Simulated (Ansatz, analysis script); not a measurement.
**Free-standing square Pd monolayer, spacing 2.603 Å: where the moment collapses**

Wanted: energy and moment of a free-standing square Pd monolayer, spacing 2.603 Å against in-plane size, with typed moments, small moments and no spin.

Method: PBE, PAW set soft_1, in Ansatz 0.2.0.

**1. Starting point**

The cell holds 1 atom: 1 Pd. Cell: a = 2.603 Å, b = 2.603 Å, c = 14.000 Å, α = 90.0°, β = 90.0°, γ = 90.0°. An idealised lattice of chosen spacing, in vacuum. Vacuum lies along c.

Structure file:

```cif
data_structure
_symmetry_space_group_name_H-M 'P 1'
_symmetry_Int_Tables_number 1
_cell_length_a 2.6030
_cell_length_b 2.6030
_cell_length_c 14.0000
_cell_angle_alpha 90.000
_cell_angle_beta 90.000
_cell_angle_gamma 90.000
_cell_volume 94.86
loop_
_atom_site_label
_atom_site_type_symbol
_atom_site_fract_x
_atom_site_fract_y
_atom_site_fract_z
_atom_site_occupancy
Pd1 Pd 0.00000 0.00000 0.50000 1
```

**2. Starting state**

First a free collinear run, to see which state the typed moments lead to.

File input.yaml:

```yaml
crystal:
  lattice:
    - [2.603, 0.0, 0.0]
    - [0.0, 2.603, 0.0]
    - [0.0, 0.0, 14.0]
  atoms:
    - { symbol: Pd, position: [0.0, 0.0, 0.5], spin: 0.6 }
magnetization:
  spin_polarized: true
kpoints:
  mp_grid: { grid: [17, 17, 1] }
hamiltonian:
  xc: pbe
  pseudopotentials: { kind: paw, azcp: { folder: soft_1 } }
scf:
  occupations: { method: fermi_dirac, width: 0.05 }
  max_iter: 120
  convergence: { dr2_threshold: 1.0e-08 }
  lower_state_search: "off"
output:
  write_density: true
  write_potential: true
  elf: true
  volumetric_format: npy
```

The run is started by

```console
> ansatz run input.yaml --threads 2 --pin off --max-ram 5120MiB --backend cpu --events-out ev --progress --plain --runs-dir out
```

Numbers of over 12 decimals in the logs are rounded to 6 here.

What it wrote:

```text
Engine: ansatz 0.2.0, x86_64-unknown-linux-gnu
Pseudopotentials: kind: paw
Pseudopotential: Pd, paw, valence charge 18, recommended cutoff 420 eV (normal), soft_1/Pd.paw.azcp
Functional definition: PBE
  parameter kappa = 0.804
  parameter beta = 0.066725
  exchange = pbe_x(kappa = kappa, mu = beta*pi^2/3)
  correlation = pbe_c(beta = beta)
Crystal: 1 atoms, lattice volume = 94.859 Å³
Basis set: ecut = 420 eV, 1891 PW (Γ)
Bands: 14, of which v1, the nominal top of the filled ones, is band 9 counted from 1 (8 counted from 0)
Symmetry: 16 space group operations
Space group: P4/mmm (ITA 123), of the structure as read, at distance tolerance 4.6e-5 Å
Magnetic group: BNS 123.339 (UNI 999), of the structure as read, at distance tolerance 4.6e-5 Å
k-points: 45 of 289
Non-local potential: Pd, projectors of the file, l = 0: 2, l = 1: 2, l = 2: 2, l = 3: 1
PAW form: soft (Blöchl's): semilocal exchange-correlation on the pseudo side does not see the compensation charge
PAW one-centre angular grid: Pd, 590 points (default); XC on 64 Gauss nodes
Initial density: superposition of atomic densities (neutral atoms: chi_scale 0, normalization atom)
Starting moments: Σ|m| = 0.6 μB on 1 of 1 site
Initial wavefunctions: pseudopotential atomic-orbital guess
Functional: x = pbe(κ = 0.804, μ = 0.219515), c = pbe(β = 0.066725)
SCF iter   1: F=—  HF=-6972.540865 eV  |F-HF|=—  |Δ(HF+E_count)|=         —  Δρ=3.69e-2 (↑3.69e-2 ↓2.85e-2)  dr2=5.11e0  dr2_m=3.48e-2  M=0.430 μB ∫|m|=0.457 μB  β_m=0.30  ethr=3.10e-3  ⟨swp⟩=5.4  Hψ=6410  notcnv=0
preconditioner: auto → LDOS  [metal: Δε(μ)=0.009 eV  Ē_g=7.235 eV  σ=0.050 eV  W_gap=0.05  n_scr=8 (ndim 8)  ℏωp=12.1 eV  f_vac=0.728  D(μ)=2.10/eV (n_scr^D=8)]
spin=Collinear: LDOS preconditioning applied to the charge; magnetization (m = ρ↑ − ρ↓) channel mixes plain (no charge-response kernel on spin).
SCF iter   2: F=—  HF=-6971.738482 eV  |F-HF|=—  |Δ(HF+E_count)|=   8.02e-1  Δρ=1.88e-2 (↑1.88e-2 ↓1.31e-2)  dr2=1.22e0  dr2_m=2.21e-2  M=0.404 μB ∫|m|=0.417 μB  β_m=0.30  ethr=3.10e-3  ⟨swp⟩=2.1  Hψ=2852  notcnv=0  defer=33
SCF iter   3: F=—  HF=-6971.497428 eV  |F-HF|=—  |Δ(HF+E_count)|=   2.41e-1  Δρ=6.54e-3 (↑5.91e-3 ↓6.54e-3)  dr2=8.44e-2  dr2_m=1.32e-2  M=0.388 μB ∫|m|=0.396 μB  β_m=0.30  ethr=3.10e-3  ⟨swp⟩=2.2  Hψ=2073  notcnv=0  defer=33
SCF iter   4: F=—  HF=-6971.519242 eV  |F-HF|=—  |Δ(HF+E_count)|=   2.18e-2  Δρ=3.56e-3 (↑3.05e-3 ↓3.56e-3)  dr2=5.13e-3  dr2_m=7.13e-3  M=0.382 μB ∫|m|=0.390 μB  β_m=0.30  ethr=4.69e-4  ⟨swp⟩=3.6  Hψ=2820  notcnv=0  defer=44
SCF iter   5: F=—  HF=-6971.528817 eV  |F-HF|=—  |Δ(HF+E_count)|=   9.58e-3  Δρ=2.75e-3 (↑2.75e-3 ↓2.44e-3)  dr2=1.12e-3  dr2_m=5.26e-3  M=0.365 μB ∫|m|=0.374 μB  β_m=0.30  ethr=2.85e-5  ⟨swp⟩=3.2  Hψ=2263  notcnv=0  defer=46
SCF iter   6: F=—  HF=-6971.532294 eV  |F-HF|=—  |Δ(HF+E_count)|=   3.48e-3  Δρ=2.15e-3 (↑2.15e-3 ↓2.07e-3)  dr2=1.89e-4  dr2_m=3.70e-3  M=0.353 μB ∫|m|=0.362 μB  β_m=0.30  ethr=6.21e-6  ⟨swp⟩=2.4  Hψ=2093  notcnv=0  defer=46
SCF iter   7: F=—  HF=-6971.533174 eV  |F-HF|=—  |Δ(HF+E_count)|=   8.80e-4  Δρ=1.67e-3 (↑1.62e-3 ↓1.67e-3)  dr2=9.18e-6  dr2_m=2.34e-3  M=0.346 μB ∫|m|=0.355 μB  β_m=0.30  ethr=1.05e-6  ⟨swp⟩=2.5  Hψ=2212  notcnv=0  defer=46
SCF iter   8: F=—  HF=-6971.533488 eV  |F-HF|=—  |Δ(HF+E_count)|=   3.14e-4  Δρ=1.35e-3 (↑1.35e-3 ↓1.35e-3)  dr2=3.33e-6  dr2_m=1.58e-3  M=0.339 μB ∫|m|=0.348 μB  β_m=0.30  ethr=5.10e-8  ⟨swp⟩=2.6  Hψ=2317  notcnv=0  defer=43
Mixer restart at iter 8: flushing history
spin-set hold released at iteration 8 (site moments contracting): the magnetisation degrees of freedom join the quasi-Newton model from the next iteration; the mixer history was flushed
SCF iter   9: F=—  HF=-6971.533693 eV  |F-HF|=—  |Δ(HF+E_count)|=   2.05e-4  Δρ=1.12e-3 (↑1.12e-3 ↓1.12e-3)  dr2=4.14e-6  dr2_m=1.09e-3  M=0.334 μB ∫|m|=0.343 μB  β_m=0.45  ethr=1.85e-8  ⟨swp⟩=2.1  Hψ=1981  notcnv=0  defer=46
SCF iter  10: F=—  HF=-6971.534115 eV  |F-HF|=—  |Δ(HF+E_count)|=   4.22e-4  Δρ=4.39e-4 (↑4.24e-4 ↓4.39e-4)  dr2=1.20e-6  dr2_m=1.62e-4  M=0.312 μB ∫|m|=0.321 μB  β_m=0.82  ethr=1.85e-8  ⟨swp⟩=3.1  Hψ=2499  notcnv=0  defer=46
SCF iter  11: F=—  HF=-6971.534239 eV  |F-HF|=—  |Δ(HF+E_count)|=   1.25e-4  Δρ=1.47e-4 (↑1.47e-4 ↓1.40e-4)  dr2=6.29e-6  dr2_m=1.44e-5  M=0.293 μB ∫|m|=0.301 μB  β_m=0.88  ethr=6.67e-9  ⟨swp⟩=3.0  Hψ=2684  notcnv=0  defer=46
SCF iter  12: F=—  HF=-6971.534257 eV  |F-HF|=—  |Δ(HF+E_count)|=   1.76e-5  Δρ=7.87e-5 (↑4.34e-5 ↓7.87e-5)  dr2=5.66e-6  dr2_m=6.56e-7  M=0.286 μB ∫|m|=0.293 μB  β_m=0.74  ethr=6.67e-9  ⟨swp⟩=3.3  Hψ=2676  notcnv=0  defer=46
SCF iter  13: F=—  HF=-6971.534256 eV  |F-HF|=—  |Δ(HF+E_count)|=   6.36e-7  Δρ=8.50e-6 (↑5.65e-6 ↓8.50e-6)  dr2=1.50e-8  dr2_m=3.76e-8  M=0.283 μB ∫|m|=0.290 μB  β_m=0.87  ethr=6.67e-9  ⟨swp⟩=2.0  Hψ=2022  notcnv=0  defer=46
iter 14 did not close the SCF: its close was put off for a magnetic moment that had not settled (scf_convergence_deferred on its scf_iter line)
SCF iter  14: F=-6971.534256 eV  HF=-6971.534256 eV  |F-HF|=4.72e-9  |Δ(HF+E_count)|=   3.55e-8  Δρ=2.05e-6 (↑1.47e-6 ↓2.05e-6)  dr2=7.11e-9  dr2_m=9.41e-10  M=0.283 μB ∫|m|=0.290 μB  β_m=0.81  ethr=5.56e-11  ⟨swp⟩=7.0  Hψ=5111  notcnv=0
iter 15 met the thresholds in force, and the SCF goes on: an eigenvalue changes by 0.26 meV, over its tolerance of 0.16 meV (output.eigenvalues, Limitations)
SCF iter  15: F=-6971.534256 eV  HF=-6971.534256 eV  |F-HF|=3.04e-10  |Δ(HF+E_count)|=  4.77e-10  Δρ=7.54e-7 (↑7.54e-7 ↓4.52e-7)  dr2=7.45e-10  dr2_m=1.15e-10  M=0.283 μB ∫|m|=0.290 μB  β_m=0.73  ethr=3.95e-11  ⟨swp⟩=1.5  Hψ=4048  notcnv=0
SCF iter  16: F=-6971.534256 eV  HF=-6971.534256 eV  |F-HF|=2.73e-11  |Δ(HF+E_count)|=  7.59e-10  Δρ=1.94e-7 (↑1.90e-7 ↓1.94e-7)  dr2=5.12e-11  dr2_m=1.69e-11  M=0.283 μB ∫|m|=0.290 μB  ethr=4.14e-12  ⟨swp⟩=1.4  Hψ=3787  notcnv=0
SCF 1 converged in 16 iterations: F = -6971.534256 eV  dr2 = 5.12e-11
  greatest PAW one-centre occupation: 0.999 electrons in one spin orbital (limit 2), on the Pd atom at site 0 (counted from 0), in its partial waves of l = 0
WARN: The output density's exchange-correlation potential varies sharply where the density is thin. Do not read a vacuum level from v_tot or v_xc, or from such a field of the output density. On a cell that repeats whose density bears no net charge and no dipole along the vacuum's axis use v_es (v_loc + v_h of the components); under efield.dipole_correction with no amplitude use v_es + v_field, which holds any externa [...]
SCF converged after 16 iterations
an eigenvalue changed by more than its tolerance at an iteration that met the thresholds in force, so the SCF went on 1 time: the last check found none over its tolerance
Magnetization: 0.2831 μB (9.1416 up, 8.8584 down)
Absolute magnetization: 0.2901 μB (∫|ρ↑−ρ↓|, with the PAW one-centre terms)
Spin contamination: 0.0021 ħ² per cell (⟨S²⟩ above its minimum at these occupations)
Per-site moments (μB) at R_I (Å): [(0.272689, 1.073738)]
Free energy (F): -6971.534256 eV
Harris-Foulkes:  -6971.534256 eV  (|F-HF|=2.73e-11)
Internal energy: -6971.514602 eV  (E = F + TS)
E sigma→0 (E₀):  -6971.524429 eV
Entropy (-TS):   -0.019655 eV (-19.655 meV/atom)
Fermi energy:    -1.767295 eV
--- Per-component energies (eV) ---
  E_band       = -509.554264
  E_kinetic    = 449.085120
  E_local      = -10062.813757  (includes V_loc(G=0)·N_el)
  E_nonlocal   = 372.076421
  E_hartree    = 4666.880452
  E_xc         = -136.462582
  E_vxc        = -172.212917  (∫ρ·V_xc dr)
  E_paw        = -3812.448110  (= ΣΔE_a)
  E_vpaw       = -429.449740  (= ΣTr[D̂ρ^β])
  E_aug_tail   = 0.000232  (compensation charges beyond the density's cutoff)
  E_ewald      = 1552.167622
  E_smearing   = -0.019655  (= −TS)
  E_closure    = 0.000000  (closes the sum)
  Σ components = -6971.534256   (vs F -6971.534256, Δ=0.00e0)
--- Band table (eV; the first three rows and the last of 90) ---
  k-point 0 ↑: bands = [... 5 lower, -5.8569, -3.1731, -2.0638, -2.0638, -1.5616, 0.4115, 3.6047, 4.6643, ... 1 higher]
  k-point 1 ↑: bands = [... 5 lower, -5.7857, -3.1399, -2.2147, -2.0565, -1.6184, 0.5801, 3.6789, 4.7511, ... 1 higher]
  k-point 2 ↑: bands = [... 5 lower, -5.4606, -3.0411, -2.5783, -2.0357, -1.7780, 1.0070, 3.9013, 5.0084, ... 1 higher]
  k-point 44 ↓: bands = [... 5 lower, -3.6506, -3.6382, -1.8927, -0.3134, 6.0199, 6.5024, 10.8500, 11.2531, ... 1 higher]
```

The job ended after 20 s (2 threads of Intel Xeon at 2.50GHz (Skylake/Cascade Lake), shared host; peak memory 0.41 GiB; 22 s of CPU time).

In the SCF lines HF is the Harris–Foulkes energy and dr2 the Hartree energy of the density residual, in eV; the loop may stop once dr2 is under the threshold and the program's other checks hold. Hψ counts applications of the Hamiltonian.

Spin moment in the atom's sphere by atom:

| atom | spin moment in the atom's sphere (μB) |
| --- | --- |
| Pd1 | 0.273 |

The run ends ferromagnetic, with a net moment of 0.283 μB a cell. With one Pd atom carrying the moment, parallel order of its images is forced by the cell, not found.

Spin density in the ca plane at fractional y = 0.000, with atoms of Pd within 0.2 Å of it.

Values in e/Å³, 5 rows by 16 columns, each cell a mean:
```
0.00 0.00 0.00 0.00 0.00 0.00 0.00 0.08 0.10 0.01 0.00 0.00 0.00 0.00 0.00 0.00
0.00 0.00 0.00 0.00 0.00 0.00 0.00 0.01 0.01 0.00 0.00 0.00 0.00 0.00 0.00 0.00
0.00 0.00 0.00 0.00 0.00 0.00 0.00 0.00 0.00 0.00 0.00 0.00 0.00 0.00 0.00 0.00
0.00 0.00 0.00 0.00 0.00 0.00 0.00 0.03 0.03 0.00 0.00 0.00 0.00 0.00 0.00 0.00
0.00 0.00 0.00 0.00 0.00 0.00 0.00 0.08 0.12 0.00 0.00 0.00 0.00 0.00 0.00 0.00
```
Columns run along c (14.0 Å), rows up along a (2.6 Å). Atoms in or near the plane, at fractional coordinates: Pd at (0.50, 0.00).

Valence density in the ca plane at fractional y = 0.000, with atoms of Pd within 0.2 Å of it. It is the smooth field of the valence electrons, not physical close to the nuclei.

Ten steps, logarithmic in the rise over the least value, from '0' (0 e/Å³) to '9' (16 e/Å³), each cell a mean:
```
0000000000000000137998520000000000000000
0000000000000000125776410000000000000000
0000000000000000013443210000000000000000
0000000000000000011222100000000000000000
0000000000000000012332110000000000000000
0000000000000000024665310000000000000000
0000000000000000136897520000000000000000
0000000000000000147998620000000000000000
```
Columns run along c (14.0 Å), rows up along a (2.6 Å). Atoms in or near the plane, at fractional coordinates: Pd at (0.50, 0.00).

ELF in the ca plane at fractional y = 0.000, with atoms of Pd within 0.2 Å of it. It is the smooth field of the valence electrons, not physical close to the nuclei.

Ten even steps from '0' (0.00) to '9' (0.46), each cell a mean:
```
0000000000000123479658964210000000000000
0000000000000012458889743210000000000000
0000000000000012345676432100000000000000
0000000000000011234444332100000000000000
0000000000000011234555432100000000000000
0000000000000012357888643210000000000000
0000000000000123479879953210000000000000
0000000000000123589547964210000000000000
```
Columns run along c (14.0 Å), rows up along a (2.6 Å). Atoms in or near the plane, at fractional coordinates: Pd at (0.50, 0.00).

**3. Mesh refined**

Levels at the Fermi energy are partly filled, so moments and energy differences can hang on the k-mesh, and the state is solved again on a denser one.

input.yaml, the sections that differ from step 2:

```yaml
crystal:
  lattice:
    - [2.603, 0.0, 0.0]
    - [0.0, 2.603, 0.0]
    - [0.0, 0.0, 14.0]
  atoms:
    - { symbol: Pd, position: [0.0, 0.0, 0.5], spin: 0.27 }
kpoints:
  mp_grid: { grid: [21, 21, 1] }
basis:
  ecutwfc: 420.0
checkpoint:
  read: start
  write: ck
  compress: false
  write_wavefunctions: false
  write_every: 100000
# magnetization, hamiltonian, scf: as in step 2
# output: removed
```

What it wrote:

```text
[...]
SCF converged after 8 iterations
Magnetization: 0.2588 μB (9.1294 up, 8.8706 down)
Absolute magnetization: 0.2661 μB (∫|ρ↑−ρ↓|, with the PAW one-centre terms)
[...]
Per-site moments (μB) at R_I (Å): [(0.250558, 1.073738)]
Free energy (F): -6971.532592 eV
[...]
Internal energy: -6971.512361 eV  (E = F + TS)
E sigma→0 (E₀):  -6971.522477 eV
Entropy (-TS):   -0.020231 eV (-20.231 meV/atom)
Fermi energy:    -1.751028 eV
[...]
```

It took 14 s on 2 threads; peak memory 0.41 GiB; 14 s of CPU time.

Spin moment in the atom's sphere by atom:

```
atom  spin moment in the atom's sphere (μB)
 Pd1                                  0.251
```

The run ends ferromagnetic, with a net moment of 0.259 μB a cell, against 0.283 μB on the first mesh.

The cell's area in the plane is scaled by the factor named; fractional positions stay, and energies count from the lowest run.

**4. Factor 0.8, typed moments**

Three starts at each size show whether high-spin, low-spin and non-magnetic states coexist. One mesh, built for the smallest cell, and one cutoff serve all sizes, so that energies can be subtracted.

input.yaml, the sections that differ from step 3:

```yaml
crystal:
  lattice:
    - [2.32819398, 0.0, 0.0]
    - [0.0, 2.32819398, 0.0]
    - [0.0, 0.0, 14.0]
  atoms:
    - { symbol: Pd, position: [0.0, 0.0, 0.5], spin: 0.6 }
kpoints:
  mp_grid: { grid: [22, 22, 1] }
output:
  stress: true
# magnetization, hamiltonian, scf, basis: as in step 3
# checkpoint: removed
```

The run is started by

```console
> ansatz run input.yaml --threads 1 --pin off --max-ram 2560MiB --backend cpu --events-out ev --progress --plain --runs-dir out
```

What it wrote:

```text
Warning: output.stress: scf.convergence.dr2_threshold = 1e-8 eV is looser than the 1e-10 eV advised for a printed stress (1e-10 eV for each atom of the cell: 1). What an SCF threshold leaves in a stress goes as its square root, and in the free energy as the threshold itself, and one threshold admits the most on a small cell: [figures from the program's tests cut] Set scf.convergence.dr2_threshold to 1e-10 eV or tighter. The threshold is an SCF's pass mark: one that does not reach it within its budget of iterations ends unconverged, or closes short of it on a stop that the run arms, and scf.convergence.dr2_threshold's page says what that costs each kind of run
[...]
Crystal: 1 atoms, lattice volume = 75.887 Å³
Basis set: ecut = 420 eV, 1475 PW (Γ)
Bands: 14, of which v1, the nominal top of the filled ones, is band 9 counted from 1 (8 counted from 0)
Symmetry: 16 space group operations
[...]
k-points: 78 of 484
[...]
Starting moments: Σ|m| = 0.6 μB on 1 of 1 site
[...]
SCF iter   1: F=—  HF=-6972.113003 eV  |F-HF|=—  |Δ(HF+E_count)|=         —  Δρ=4.26e-2 (↑4.26e-2 ↓2.77e-2)  dr2=4.68e0  dr2_m=6.79e-2  M=0.311 μB ∫|m|=0.329 μB  β_m=0.30  ethr=3.10e-3  ⟨swp⟩=6.0  Hψ=11850  notcnv=0
[...]
SCF iter  18: F=-6971.131959 eV  HF=-6971.131959 eV  |F-HF|=9.09e-12  |Δ(HF+E_count)|=  1.16e-10  Δρ=4.15e-8 (↑4.15e-8 ↓4.06e-8)  dr2=1.00e-13  dr2_m=1.10e-12  M=0.000 μB ∫|m|=0.000 μB  ethr=1.00e-12  ⟨swp⟩=1.3  Hψ=6099  notcnv=0
WARN: the starting moments were not kept: the SCF closed with an absolute magnetisation of 1.1e-6 μB, where they sum to 0.6 μB in size (1 site). That is at most 0.1 of that sum. Measured as dr2_m measures the in/out step, that magnetisation stands 4.1e-13 eV from none, at or under the dr2_threshold of 1.0e-8 eV: it is no larger than a step whose dr2_m would equal this threshold. The system may hold no moment; this SC [...]
SCF 1 converged in 18 iterations: F = -6971.131959 eV  dr2 = 1.00e-13
[...]
SCF converged after 18 iterations
Magnetization: 0.0000 μB (9.0000 up, 9.0000 down)
Absolute magnetization: 0.0000 μB (∫|ρ↑−ρ↓|, with the PAW one-centre terms)
[...]
Per-site moments (μB) at R_I (Å): [(6.06251112449105e-7, 0.960380)]
Free energy (F): -6971.131959 eV
[...]
Internal energy: -6971.118157 eV  (E = F + TS)
E sigma→0 (E₀):  -6971.125058 eV
Entropy (-TS):   -0.013802 eV (-13.802 meV/atom)
Fermi energy:    -0.616040 eV
[...]
--- Stress (GPa, compression-positive) ---
       11.923363       0.000000      -0.000000
        0.000000      11.923363      -0.000000
       -0.000000      -0.000000      -0.000223
  P = ⅓ Tr σ = 7.9488 GPa (79.488 kbar)
```

It took 28 s on 1 thread; peak memory 0.41 GiB.

It ends non-magnetic, with 0 μB on the largest site.

**5. Factor 0.8, starting moments cut to 30 %**

A self-consistent run from these starting moments shows which magnetic state they lead to.

input.yaml: that of step 4 with these lines changed.

```diff
@@ -6,3 +6,3 @@
   atoms:
-    - { symbol: Pd, position: [0.0, 0.0, 0.5], spin: 0.6 }
+    - { symbol: Pd, position: [0.0, 0.0, 0.5], spin: 0.18 }
 magnetization:
```

What it wrote:

```text
[...]
Crystal: 1 atoms, lattice volume = 75.887 Å³
Basis set: ecut = 420 eV, 1475 PW (Γ)
Bands: 14, of which v1, the nominal top of the filled ones, is band 9 counted from 1 (8 counted from 0)
Symmetry: 16 space group operations
[...]
k-points: 78 of 484
[...]
Internal energy: -6971.118157 eV  (E = F + TS)
E sigma→0 (E₀):  -6971.125058 eV
Entropy (-TS):   -0.013802 eV (-13.802 meV/atom)
Fermi energy:    -0.616041 eV
[...]
--- Stress (GPa, compression-positive) ---
       11.923358       0.000000      -0.000000
        0.000000      11.923358      -0.000000
       -0.000000      -0.000000      -0.000225
  P = ⅓ Tr σ = 7.9488 GPa (79.488 kbar)
[key lines of the parts left out:]
SCF converged after 17 iterations
Magnetization: -0.0000 μB (9.0000 up, 9.0000 down)
Free energy (F): -6971.131959 eV
```

Run time: 28 s. Hardware: 1 thread; peak memory 0.4 GiB.

It ends non-magnetic, with 0 μB on the largest site.

**6. Factor 0.94, typed moments**

The density is converged from the given moments; the state reached depends on that start.

input.yaml, the sections that differ from step 5:

```yaml
crystal:
  lattice:
    - [2.52370213, 0.0, 0.0]
    - [0.0, 2.52370213, 0.0]
    - [0.0, 0.0, 14.0]
  atoms:
    - { symbol: Pd, position: [0.0, 0.0, 0.5], spin: 0.6 }
# magnetization, kpoints, hamiltonian, scf, basis, output: as in step 5
```

What it wrote:

```text
[...]
Crystal: 1 atoms, lattice volume = 89.167 Å³
Basis set: ecut = 420 eV, 1735 PW (Γ)
Bands: 14, of which v1, the nominal top of the filled ones, is band 9 counted from 1 (8 counted from 0)
Symmetry: 16 space group operations
[...]
k-points: 78 of 484
[...]
Internal energy: -6971.534933 eV  (E = F + TS)
E sigma→0 (E₀):  -6971.544872 eV
Entropy (-TS):   -0.019879 eV (-19.879 meV/atom)
Fermi energy:    -1.517290 eV
[...]
--- Stress (GPa, compression-positive) ---
        0.458930       0.000000      -0.000000
        0.000000       0.458930      -0.000000
       -0.000000      -0.000000      -0.000225
  P = ⅓ Tr σ = 0.3059 GPa (3.059 kbar)
[key lines of the parts left out:]
SCF converged after 17 iterations
Magnetization: 0.2300 μB (9.1150 up, 8.8850 down)
Free energy (F): -6971.554812 eV
```

It took 30 s on 1 thread; peak memory 0.43 GiB.

It ends ferromagnetic, with 0.219 μB on the largest site.

(Continued in part 2 of 2.)

[Logs and program files are shortened in this print: banners, set-up blocks, solver, clock and traceback lines can be left out without a mark of their own.]

[Logs are printed without paths, hosts, clocks, repeated set-up lines and the standing remarks that a program may print on its own settings, such as how far it seeks lower states.]

[Hosts, paths, dates, database ids (printed as entryN), source tags and the programs' standing remarks are cut or masked in the printed files.]

[Where the input sets lower_state_search to off, the program did not look for lower states, so one may exist.]
